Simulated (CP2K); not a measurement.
Fluoroethane has these distinct C atoms: C1 (bonded to C and 3 H) and C2 (bonded to C, F and 2 H).

```xyz
8

C     0.7701    0.0956    0.0416
C    -0.7204   -0.1563    0.0062
F    -1.3682    0.8542   -0.7528
H     1.2622   -0.6929    0.6293
H     1.1942    0.0838   -0.9708
H     0.9951    1.0635    0.5074
H    -1.1681   -0.1312    1.0109
H    -0.9650   -1.1167   -0.4717
```

Their partial C K spectra (CP2K XAS_TDP, all-electron GAPW, PBEh(45%), aug-cc-pVDZ, TDA, GW2X-corrected core level, no relativity) are given in random order, each times the number of alike atoms.

Gaussian full width 0.5 eV, oscillator strength per eV, alike atoms added, rows of zeros left out:

```tsv
E (eV)	curve 1	curve 2
290.00	0.000	0.004
290.25	0.000	0.012
290.50	0.000	0.010
290.75	0.000	0.013
291.00	0.000	0.053
291.25	0.003	0.064
291.50	0.031	0.026
291.75	0.098	0.007
292.00	0.078	0.006
292.25	0.017	0.011
292.50	0.008	0.011
292.75	0.018	0.008
293.00	0.028	0.011
293.25	0.046	0.018
293.50	0.026	0.048
293.75	0.004	0.068
294.00	0.002	0.041
294.25	0.004	0.018
294.50	0.005	0.008
294.75	0.010	0.007
295.00	0.014	0.016
295.25	0.034	0.023
295.50	0.059	0.026
295.75	0.054	0.014
296.00	0.030	0.002
296.25	0.012	0.000
296.50	0.006	0.002
296.75	0.008	0.004
297.00	0.012	0.002
297.25	0.018	0.000
297.50	0.020	0.001
297.75	0.029	0.007
298.00	0.024	0.015
298.25	0.008	0.010
298.50	0.009	0.006
298.75	0.008	0.017
299.00	0.002	0.036
299.25	0.000	0.037
299.50	0.001	0.030
299.75	0.006	0.015
300.00	0.017	0.003
300.25	0.013	0.004
300.50	0.006	0.010
300.75	0.004	0.010
```

Which curve belongs to which atom?

Curve 1: C2 (bonded to C, F and 2 H), leading line at 291.83 eV (f = 0.057 an atom), ionisation energy 294.82 eV, term value 2.99 eV. Curve 2: C1 (bonded to C and 3 H), leading line at 290.34 eV (f = 0.007 an atom), ionisation energy 292.52 eV, term value 2.18 eV. The leading line of an atom is its first one with 35 % of the strongest within 2.5 eV of its lowest line over the strength cut. A line lies at the core ionisation energy, which rises as an atom loses charge to its neighbours or to a π system, less the term value, which is large for a low π* or σ* orbital with weight on that atom.

[Banner, clock and machine lines of the logs are left out without a mark of their own.]

[Logs are printed without paths, hosts, clocks, repeated set-up lines and the standing remarks that a program may print on its own settings, such as how far it seeks lower states.]

[Hosts, paths, dates, database ids (printed as entryN), source tags and the programs' standing remarks are cut or masked in the printed files.]
